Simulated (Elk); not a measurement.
# Collinear magnetic orders of CrIr3 with Elk

Aim: find out whether CrIr3 carries moments, and which collinear order costs least.

Program: Elk 11.2.3 (patched build). Level of theory: LDA (Perdew-Wang); all-electron APW+lo, Dirac cores, scalar-relativistic bands. Results are calculated unless marked as measured.

## (1) Starting point

The structure is cubic, space group Pm-3m (No. 221). The conventional cell has a = 3.814 Å, b = 3.814 Å, c = 3.814 Å, α = 90.00°, β = 90.00°, γ = 90.00°. Cr has 12 Ir at 2.70 Å nearest. Ir has 4 Cr at 2.70 Å and 8 Ir at 2.70 Å nearest. Farther neighbours are not listed.

The cell comes from a database of computed structures and need not be the stable phase.

## (2) Order 1, typed as ferro +

The parallel start comes first: it fits the smallest cell, keeps the most symmetry and shows whether parallel moments form.

Moments are seeded by fields in the spheres (the last three columns under atoms), set against the wanted direction and reduced each loop.

elk.in

```
tasks
  0

xctype
  3

rgkmax
  7.0

nempty
  8

swidth
  0.003

reducebf
  0.5

epsengy
  1e-05

maxscl
  100

lmaxi
  2

spinpol
  .true.

sppath
  './'

avec
  7.20767511283 0.00000000000 0.00000000000
  0.00000000000 7.20767511283 0.00000000000
  0.00000000000 0.00000000000 7.20767511283

atoms
  2
  'Cr.in'
  1
  0.0000000000 0.0000000000 0.0000000000   0.000000 0.000000 -0.187500
  'Ir.in'
  3
  0.0000000000 0.5000000000 0.5000000000   0.000000 0.000000 0.000000
  0.5000000000 0.5000000000 0.0000000000   0.000000 0.000000 0.000000
  0.5000000000 0.0000000000 0.5000000000   0.000000 0.000000 0.000000

ngridk
  6 6 6
```

Started as:

```bash
OMP_NUM_THREADS=4 elk
```

Planned after this: start 2: antiferro q=(1/2,1/2,1/2) +-; run 3 (no spin polarisation); ranking; spin–orbit coupling. Settings of the main run: 6×6×6 k-mesh, tasks 0, collinear spin, RK_max 7, nempty 8, swidth 0.003 Ha, reducebf 0.5, epsengy 1.00e-5 Ha, maxscl 100, lmaxi 2, spinpol on, smearing width 0.0816342 eV, mesh matched on, starting moments 2.5 0 0 0 μB.

**Question.** What will these runs give for the largest site moment?

The site moments add up to 1.09 μB, near the cell's 1.13 μB; the rest lies between the atoms. Symmetry leaves 2 kinds of site among the 4 atoms, and equivalent atoms carry values of equal size. The lowest state found is ferromagnetic, reached from the start ferro +, with moments up to 1.45 μB.

```
lowest state found                                                   : ferromagnetic (started as ferro +)
largest site moment                                                  : 1.45 μB
next state                                                           : antiferromagnetic, 56.4 meV a seeded atom higher
energy gained by spin polarisation                                   : 70.5 meV a seeded atom
with spin–orbit coupling: largest spin moment and its orbital moment : 1.49 and 0.0614 μB
```

The next state costs 56 meV a seeded atom. The orbital moment is parallel to the spin. Only 3 starts are shown; other collinear patterns, canted and longer-period orders are not.

[Logs and program files are shortened in this print: banners, set-up blocks, solver, clock and traceback lines can be left out without a mark of their own.]

[Logs are printed without paths, hosts, clocks, repeated set-up lines and the standing remarks that a program may print on its own settings, such as how far it seeks lower states.]

[Hosts, paths, dates, database ids (printed as entryN), source tags and the programs' standing remarks are cut or masked in the printed files.]

[Where a cell is said to come from a database of computed structures, the database is the Materials Project.]
